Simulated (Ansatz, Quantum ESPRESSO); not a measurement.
# Lattice dynamics of CsH (Pm-3m) in two programs, part 2 of 4

How does CsH (Pm-3m) vibrate, and is this structure a minimum?

Quantum ESPRESSO 7.5; DFT LDA, scalar-relativistic, plane waves, PseudoDojo norm-conserving pseudopotentials.

So far. Step 2 (A first look): A gap of 2.3 eV opens on this mesh, so the crystal is taken as an insulator; the start stands at -2.0 GPa. Step 4 (Self-consistent run for the response): The cell stands at -0.0060 GPa, close enough for phonons. The relaxed cell has a = 3.637 Å (conventional setting).

## Step 5: Linear response on the mesh

Linear response treats each wavevector in the unit cell, with no supercell; the 2×2×2 mesh fixes the range of the force constants to be had.

File ph.in:

```
phonons
&inputph
   prefix = 'x'
   outdir = './tmp'
   fildyn = 'x.dyn'
   tr2_ph = 1.0d-18
   epsil = .true.
   ldisp = .true.
   nq1 = 2
   nq2 = 2
   nq3 = 2
/
```

Command:

```console
$ OMP_NUM_THREADS=1 mpirun -n 2 ph.x -nk 2 -in ph.in > ph.out
```

Numbers of over 12 decimals in the logs are rounded to 6 here.

What it wrote:

```text
[banners, grids, parts of the stress and lines that vanish by symmetry left out]
[banner, memory and clock lines left out]
Program PHONON v.7.5

     ./tmp/x.save/

     IMPORTANT: XC functional enforced from input :
     Exchange-correlation= PW
                           (   1   4   0   0   0   0   0)
     Any further DFT definition will be discarded
     Please, verify this is what you really want

     G-vector sticks info

     Reading collected, re-writing distributed wavefunctions in ./tmp/

     Dynamical matrices for ( 2, 2, 2)  uniform grid of q-points
     (   4 q-points):
       N         xq(1)         xq(2)         xq(3)
       1   0.000000000   0.000000000   0.000000000
       2   0.000000000   0.000000000  -0.500000000
       3   0.000000000  -0.500000000  -0.500000000
       4  -0.500000000  -0.500000000  -0.500000000

     Number and degeneracy of irreps per q-point
       N         xq(1)         xq(2)         xq(3)   N irreps
       1   0.000000000   0.000000000   0.000000000       2
        3   3
       2   0.000000000   0.000000000  -0.500000000       4
[...]
3   0.000000000  -0.500000000  -0.500000000       4
[...]
4  -0.500000000  -0.500000000  -0.500000000       2
        3   3

     Calculation of q =    0.0000000   0.0000000   0.0000000

     phonons

     bravais-lattice index     =            1
     lattice parameter (alat)  =       6.8721  a.u.
     unit-cell volume          =     324.5391 (a.u.)^3
     number of atoms/cell      =            2
     number of atomic types    =            2
     kinetic-energy cut-off    =      74.0000  Ry
     charge density cut-off    =     296.0000  Ry
     convergence threshold     =      1.0E-18
     beta                      =       0.7000
     number of iterations used =            4
     Exchange-correlation= PW
                           (   1   4   0   0   0   0   0)

     celldm(1)=    6.87209  celldm(2)=    0.00000  celldm(3)=    0.00000
     celldm(4)=    0.00000  celldm(5)=    0.00000  celldm(6)=    0.00000

     crystal axes: (cart. coord. in units of alat)
               a(1) = (  1.0000  0.0000  0.0000 )
               a(2) = (  0.0000  1.0000  0.0000 )
               a(3) = (  0.0000  0.0000  1.0000 )

     reciprocal axes: (cart. coord. in units 2 pi/alat)
               b(1) = (  1.0000  0.0000  0.0000 )
               b(2) = (  0.0000  1.0000  0.0000 )
               b(3) = (  0.0000  0.0000  1.0000 )

     Atoms inside the unit cell:

     Cartesian axes

     site n.  atom      mass           positions (alat units)
        1  Cs    132.9055   tau(    1) = (    0.00000    0.00000    0.00000  )
        2  H       1.0080   tau(    2) = (    0.50000    0.50000    0.50000  )

     Computing dynamical matrix for
                    q = (   0.0000000   0.0000000   0.0000000 )

     49 Sym.Ops. (with q -> -q+G )

     G cutoff =  354.0870  (  28017 G-vectors)     FFT grid: ( 40, 40, 40)
     number of k points=    20

     PseudoPot. # 1 for Cs read from file:
     ./pseudo/Cs.upf
     Pseudo is Norm-conserving + core correction, Zval =  9.0

     PseudoPot. # 2 for H  read from file:
     ./pseudo/H.upf
     Pseudo is Norm-conserving, Zval =  1.0

     Mode symmetry, O_h (m-3m)  point group:

     Electric field:
     Dielectric constant
     Born effective charges in two ways

     Atomic displacements:
     There are    2 irreducible representations

     Representation     1      3 modes -  To be done

     Representation     2      3 modes -  To be done

     Alpha used in Ewald sum =   2.8000

     Electric Fields Calculation

      thresh= 1.000E-02 alpha_mix =  0.700 |ddv_scf|^2 =  8.500E-08

      [... iterations left out ...]
      thresh= 3.974E-10 alpha_mix =  0.700 |ddv_scf|^2 =  4.606E-19

     End of electric fields calculation

          Dielectric constant in cartesian axis

          (       4.251844739       0.000000000       0.000000000 )
          (       0.000000000       4.251844739       0.000000000 )
          (       0.000000000       0.000000000       4.251844739 )

          Effective charges (d Force / dE) in cartesian axis without acoustic sum rule applied (asr)

           atom    1  Cs    Mean Z*:        1.17112
      Ex  (        1.17112        0.00000        0.00000 )
      Ey  (        0.00000        1.17112        0.00000 )
      Ez  (        0.00000        0.00000        1.17112 )
           atom    2  H     Mean Z*:       -1.17596
      Ex  (       -1.17596        0.00000        0.00000 )
      Ey  (        0.00000       -1.17596        0.00000 )
      Ez  (        0.00000        0.00000       -1.17596 )

          Effective charges Sum: Mean:       -0.00484
             -0.00484        0.00000        0.00000
              0.00000       -0.00484        0.00000
              0.00000        0.00000       -0.00484

          Effective charges (d Force / dE) in cartesian axis with asr applied:
           atom    1  Cs    Mean Z*:        1.17354
      E*x (        1.17354        0.00000        0.00000 )
      E*y (        0.00000        1.17354        0.00000 )
      E*z (        0.00000        0.00000        1.17354 )
           atom    2  H     Mean Z*:       -1.17354
      E*x (       -1.17354        0.00000        0.00000 )
      E*y (        0.00000       -1.17354        0.00000 )
      E*z (        0.00000        0.00000       -1.17354 )

     Representation #   1 modes #   1   2   3

     Self-consistent Calculation

      thresh= 1.000E-02 alpha_mix =  0.700 |ddv_scf|^2 =  5.590E-09

      [... iterations left out ...]
      thresh= 2.747E-10 alpha_mix =  0.700 |ddv_scf|^2 =  5.803E-20

     End of self-consistent calculation

     Convergence has been achieved

     Representation #   2 modes #   4   5   6

     Self-consistent Calculation

[...]
[... iterations left out ...]
[...]
End of self-consistent calculation

     Convergence has been achieved

     Number of q in the star =    1
     List of q in the star:
[...]
Dielectric constant in cartesian axis

          (       4.251844739       0.000000000       0.000000000 )
          (       0.000000000       4.251844739       0.000000000 )
          (       0.000000000       0.000000000       4.251844739 )

          Effective charges (d Force / dE) in cartesian axis without acoustic sum rule applied (asr)

           atom    1  Cs    Mean Z*:        1.17112
      Ex  (        1.17112        0.00000        0.00000 )
      Ey  (        0.00000        1.17112        0.00000 )
      Ez  (        0.00000        0.00000        1.17112 )
           atom    2  H     Mean Z*:       -1.17596
      Ex  (       -1.17596        0.00000        0.00000 )
      Ey  (        0.00000       -1.17596        0.00000 )
      Ez  (        0.00000        0.00000       -1.17596 )

          Effective charges Sum: Mean:       -0.00484
             -0.00484        0.00000        0.00000
              0.00000       -0.00484        0.00000
              0.00000        0.00000       -0.00484

          Effective charges (d Force / dE) in cartesian axis with asr applied:
           atom    1  Cs    Mean Z*:        1.17354
      E*x (        1.17354        0.00000        0.00000 )
      E*y (        0.00000        1.17354        0.00000 )
      E*z (        0.00000        0.00000        1.17354 )
           atom    2  H     Mean Z*:       -1.17354
      E*x (       -1.17354        0.00000        0.00000 )
      E*y (        0.00000       -1.17354        0.00000 )
      E*z (        0.00000        0.00000       -1.17354 )

          Effective charges (d P / du) in cartesian axis

           atom      1Cs
      Px  (        1.17111        0.00000        0.00000 )
      Py  (        0.00000        1.17111        0.00000 )
      Pz  (        0.00000        0.00000        1.17111 )
           atom      2H
      Px  (       -1.17596        0.00000        0.00000 )
      Py  (        0.00000       -1.17596        0.00000 )
      Pz  (        0.00000        0.00000       -1.17596 )

     Diagonalizing the dynamical matrix

     q = (    0.000000000   0.000000000   0.000000000 )

 **************************************************************************
     freq (    1) =       0.012381 [THz] =       0.412995 [cm-1]
     freq (    2) =       0.012381 [THz] =       0.412995 [cm-1]
     freq (    3) =       0.012381 [THz] =       0.412995 [cm-1]
     freq (    4) =      12.461263 [THz] =     415.662997 [cm-1]
     freq (    5) =      12.461263 [THz] =     415.662997 [cm-1]
     freq (    6) =      12.461263 [THz] =     415.662997 [cm-1]
 **************************************************************************

     Mode symmetry, O_h (m-3m)  point group:

     freq (   1-   3) =          0.4  [cm-1]   --> T_1u G_15  G_4- I
     freq (   4-   6) =        415.7  [cm-1]   --> T_1u G_15  G_4- I

     Calculation of q =    0.0000000   0.0000000  -0.5000000
     [... set-up and bands at k+q left out ...]

     Mode symmetry, D_4h(4/mmm) point group:

     Atomic displacements:
     There are    4 irreducible representations

     Representation     1      1 modes -  To be done

     Representation     2      2 modes -  To be done

[...]
Message from routine init_vloc:
     Interpolation table for Vloc re-allocated

     Alpha used in Ewald sum =   2.8000

     Representation #   1 mode #   1

     Self-consistent Calculation

[...]
[... iterations left out ...]
[...]
End of self-consistent calculation

     Convergence has been achieved

     Representation #   2 modes #   2   3

     Self-consistent Calculation

[...]
End of self-consistent calculation

     Convergence has been achieved

     Representation #   3 mode #   4

[...]
Convergence has been achieved

     Representation #   4 modes #   5   6

[...]
Convergence has been achieved

     Number of q in the star =    3
     List of q in the star:
[...]
Diagonalizing the dynamical matrix

     q = (    0.000000000   0.000000000  -0.500000000 )

 **************************************************************************
     freq (    1) =       0.958244 [THz] =      31.963595 [cm-1]
     freq (    2) =       0.958244 [THz] =      31.963595 [cm-1]
     freq (    3) =       2.894666 [THz] =      96.555674 [cm-1]
     freq (    4) =      14.933629 [THz] =     498.132232 [cm-1]
     freq (    5) =      14.933629 [THz] =     498.132232 [cm-1]
     freq (    6) =      21.674201 [THz] =     722.973529 [cm-1]
 **************************************************************************

     Mode symmetry, D_4h(4/mmm) point group:

     freq (   1-   2) =         32.0  [cm-1]   --> E_u  X_5' M_5'
     freq (   3-   3) =         96.6  [cm-1]   --> A_2u X_4' M_4'
     freq (   4-   5) =        498.1  [cm-1]   --> E_g  X_5  M_5
     freq (   6-   6) =        723.0  [cm-1]   --> A_1g X_1  M_1

     Calculation of q =    0.0000000  -0.5000000  -0.5000000
     [... set-up and bands at k+q left out ...]

     Mode symmetry, D_4h(4/mmm) point group:

     Atomic displacements:
     There are    4 irreducible representations

[...]
Alpha used in Ewald sum =   2.8000

     Representation #   1 mode #   1

[...]
Convergence has been achieved

     Representation #   2 mode #   2

[...]
Convergence has been achieved

     Representation #   3 modes #   3   4

[...]
Convergence has been achieved

     Representation #   4 modes #   5   6

[...]
Convergence has been achieved

     Number of q in the star =    3
     List of q in the star:
[...]
3  -0.500000000   0.000000000  -0.500000000

     Diagonalizing the dynamical matrix

     q = (    0.000000000  -0.500000000  -0.500000000 )

 **************************************************************************
     freq (    1) =       0.843837 [THz] =      28.147369 [cm-1]
     freq (    2) =       2.590162 [THz] =      86.398488 [cm-1]
     freq (    3) =       2.590162 [THz] =      86.398488 [cm-1]
     freq (    4) =      12.111761 [THz] =     404.004867 [cm-1]
     freq (    5) =      14.775800 [THz] =     492.867647 [cm-1]
     freq (    6) =      14.775800 [THz] =     492.867647 [cm-1]
 **************************************************************************

     Mode symmetry, D_4h(4/mmm) point group:

     freq (   1-   1) =         28.1  [cm-1]   --> A_2u X_4' M_4'
     freq (   2-   3) =         86.4  [cm-1]   --> E_u  X_5' M_5'
     freq (   4-   4) =        404.0  [cm-1]   --> B_1u X_2' M_2'
     freq (   5-   6) =        492.9  [cm-1]   --> E_u  X_5' M_5'

     Calculation of q =   -0.5000000  -0.5000000  -0.5000000
     [... set-up and bands at k+q left out ...]

     Mode symmetry, O_h (m-3m)  point group:

     Atomic displacements:
     There are    2 irreducible representations

     Representation     1      3 modes -  To be done

     Representation     2      3 modes -  To be done

     Alpha used in Ewald sum =   2.8000

     Representation #   1 modes #   1   2   3

     Self-consistent Calculation

[...]
[... iterations left out ...]
[...]
End of self-consistent calculation

     Convergence has been achieved

     Representation #   2 modes #   4   5   6

     Self-consistent Calculation

      thresh= 1.000E-02 alpha_mix =  0.700 |ddv_scf|^2 =  6.539E-07

      [... iterations left out ...]
      thresh= 7.402E-10 alpha_mix =  0.700 |ddv_scf|^2 =  6.813E-19

     End of self-consistent calculation

     Convergence has been achieved

     Number of q in the star =    1
     List of q in the star:
          1  -0.500000000  -0.500000000  -0.500000000

     Diagonalizing the dynamical matrix

     q = (   -0.500000000  -0.500000000  -0.500000000 )

 **************************************************************************
     freq (    1) =       2.396431 [THz] =      79.936322 [cm-1]
     freq (    2) =       2.396431 [THz] =      79.936322 [cm-1]
     freq (    3) =       2.396431 [THz] =      79.936322 [cm-1]
     freq (    4) =      17.177801 [THz] =     572.989772 [cm-1]
     freq (    5) =      17.177801 [THz] =     572.989772 [cm-1]
     freq (    6) =      17.177801 [THz] =     572.989772 [cm-1]
 **************************************************************************

     Mode symmetry, O_h (m-3m)  point group:

     freq (   1-   3) =         79.9  [cm-1]   --> T_1u G_15  G_4-
     freq (   4-   6) =        573.0  [cm-1]   --> T_2g G_25' G_5+
```

The job ended after 3.9 min (2 MPI ranks of Arm Neoverse V2, shared host).

Numbers from this step:

```
miss of the charge sum rule                                        : 0.004840 e
largest acoustic frequency at the zone centre before the sum rule  : 0.41 cm⁻¹
highest optical zone-centre mode (no LO-TO term)                   : 415.7 cm⁻¹
lowest optical zone-centre mode                                    : 415.7 cm⁻¹
mean high-frequency dielectric constant                            : 4.252
largest Born charge in size (third of the trace)                   : 1.176 e
lowest mode on the q mesh (acoustic ones at the zone centre apart) : 28.15 cm⁻¹
```

Frequencies (cm⁻¹) at each irreducible wavevector; negative means imaginary. Frequencies by wavevector:

```csv
q (fractions),star,mode 1,mode 2,mode 3,mode 4,mode 5,mode 6
0 0 0,1,0.41,0.41,0.41,415.7,415.7,415.7
0 0 -0.5,3,31.96,31.96,96.56,498.1,498.1,723
0 -0.5 -0.5,3,28.15,86.4,86.4,404,492.9,492.9
-0.5 -0.5 -0.5,1,79.94,79.94,79.94,573,573,573
```

Optical modes; normalised displacements of the dynamical-matrix file. The modes at Γ (shares of kinetic energy by element, %):

```csv
mode,frequency (cm⁻¹),symmetry,Cs %,H %
1,415.7,T1u,1,99
2,415.7,T1u,1,99
3,415.7,T1u,1,99
```

Displacements in mode 3 (415.7 cm⁻¹), the largest set to 1:
```
Cs1  0.00  0.00 -0.01
H2   0.00  0.00  1.00
```

Born charge (rows field, columns displacement), before the sum rule (e), principal values of the symmetric part by kind of site:

```csv
atom,atoms with these values,low,middle,high,mean
Cs1,1,1.17,1.17,1.17,1.17
H2,1,-1.18,-1.18,-1.18,-1.18
```

In full for H2:

```
-1.18  0.00  0.00
 0.00 -1.18  0.00
 0.00  0.00 -1.18
```

High-frequency dielectric tensor:

```
4.25 0.00 0.00
0.00 4.25 0.00
0.00 0.00 4.25
```

The acoustic modes at Γ come out as far as 0.4 cm⁻¹ from zero, where they should vanish, a small numerical error; the Born charges miss their sum rule by 0.0048 e, which is good.

## Step 6: Fourier transform to real space

The dynamical matrices of the mesh are Fourier-transformed to force constants in real space, after the long-range dipole part is taken out.

File q2r.in:

```
&input
   fildyn = 'x.dyn'
   zasr = 'crystal'
   flfrc = 'x.fc'
/
```

Command:

```console
$ q2r.x < q2r.in > q2r.out
```

What it wrote:

```text
[banners, grids, parts of the stress and lines that vanish by symmetry left out]
[banner, memory and clock lines left out]
Program Q2R v.7.5

  reading grid info from file x.dyn0

  reading force constants from file x.dyn1
 macroscopic fields = T
   4.25184   0.00000   0.00000
   0.00000   4.25184   0.00000
[...]
na=            1
[...]
na=            2
[...]
0.00000  -1.17596   0.00000
   0.00000   0.00000  -1.17596
  Norm of the difference between old and new effective charges:    0.00592952
  alpha Ewald:    1.196240
  nqs=            1
 q=   0.00000000  0.00000000  0.00000000
  reading force constants from file x.dyn2
  alpha Ewald:    1.196240
  nqs=            3
 q=   0.00000000  0.00000000 -0.50000000
[...]
reading force constants from file x.dyn3
  alpha Ewald:    1.196240
  nqs=            3
[...]
q=  -0.50000000  0.00000000 -0.50000000
  reading force constants from file x.dyn4
  alpha Ewald:    1.196240
  nqs=            1
 q=  -0.50000000 -0.50000000 -0.50000000

      q-space grid ok, #points =    8

      fft-check success (sum of imaginary terms < 10^-12)
```

It took 0.47 s on 1 thread.

## Step 7: Dispersion

From the force constants any wavevector is cheap; points of the mesh come back as solved, but for the sum rule and, in polar crystals, the LO-TO term at Γ; the rest is interpolation.

File matdyn.in:

```
&input
   asr = 'crystal'
   flfrc = 'x.fc'
   flfrq = 'x.freq'
   flvec = 'x.modes'
   q_in_band_form = .true.
   q_in_cryst_coord = .true.
/
8
  0.0000000   0.0000000   0.0000000  12  ! GAMMA
  0.0000000   0.5000000   0.0000000  12  ! X
  0.5000000   0.5000000   0.0000000  12  ! M
  0.0000000   0.0000000   0.0000000  12  ! GAMMA
  0.5000000   0.5000000   0.5000000  12  ! R
  0.0000000   0.5000000   0.0000000   1  ! X
  0.5000000   0.5000000   0.5000000  12  ! R
  0.5000000   0.5000000   0.0000000   1  ! M
```

Command:

```console
$ matdyn.x -in matdyn.in > matdyn.out
```

What it wrote:

```text
[banner, memory and clock lines left out]
Program MATDYN v.7.5

 mass for atomic type   1 not given; uses mass from file x.fc
 mass for atomic type   2 not given; uses mass from file x.fc
 Norm of the difference between old and new effective charges:    9.221e-17

 Norm of the difference between old and new force-constants:   6.60192e-07
```

Elapsed: 0.5 s, on 1 thread.

Read from the output:

- lowest frequency on the path: 0 cm⁻¹

Matdyn.x, sum rule crystal. Phonon branches along the path, in cm⁻¹:

```csv
point,branch 1,branch 2,branch 3,branch 4,branch 5,branch 6
Γ,0,0,0,416,416,710
halfway,25,25,68,459,459,716
X,32,32,97,498,498,723
halfway,30,66,91,454,503,612
M,28,86,86,404,493,493
halfway,28,64,70,456,497,655
Γ,0,0,0,416,416,710
halfway,62,62,69,487,487,616
R,80,80,80,573,573,573
halfway,62,64,87,478,520,572
X,32,32,97,498,498,723
jump to R,80,80,80,573,573,573
halfway,60,83,83,497,534,534
M,28,86,86,404,493,493
```

The phonon branches as a text plot (rows in cm⁻¹):

```
    708 |*********             ******                  ***
    678 |         *          **      **
    648 |          *                   *
    618 |                   *           *             *
    587 |           *      *             *     *     *
    557 |            *    *               ***** *****     ***
    527 |                *                 *     *****      ***
    497 |     ****************          ***        *  ****   * **
    467 |   **     *         **      ***            ***       *
    437 |  *        **    *** ***   *
    407 |**           ****       ***                           **
    377 |
    346 |
    316 |
    286 |
    256 |
    226 |
    196 |
    166 |
    136 |
    105 |      *****                                  ****
     75 |   ***     **********         ***************    *******
     45 |  *  ******         ***    ****             *****   ***
     15 |*****      *****************                           *
         Γ      X      M          Γ            R        X|R     M
```

All branches are real along the path.

(Part 2 of 4 ends here.)

[Host names and launcher messages were left out of these logs when they were recorded.]

[Logs are printed without paths, hosts, clocks, repeated set-up lines and the standing remarks that a program may print on its own settings, such as how far it seeks lower states.]

[Hosts, paths, dates, database ids (printed as entryN), source tags and the programs' standing remarks are cut or masked in the printed files.]
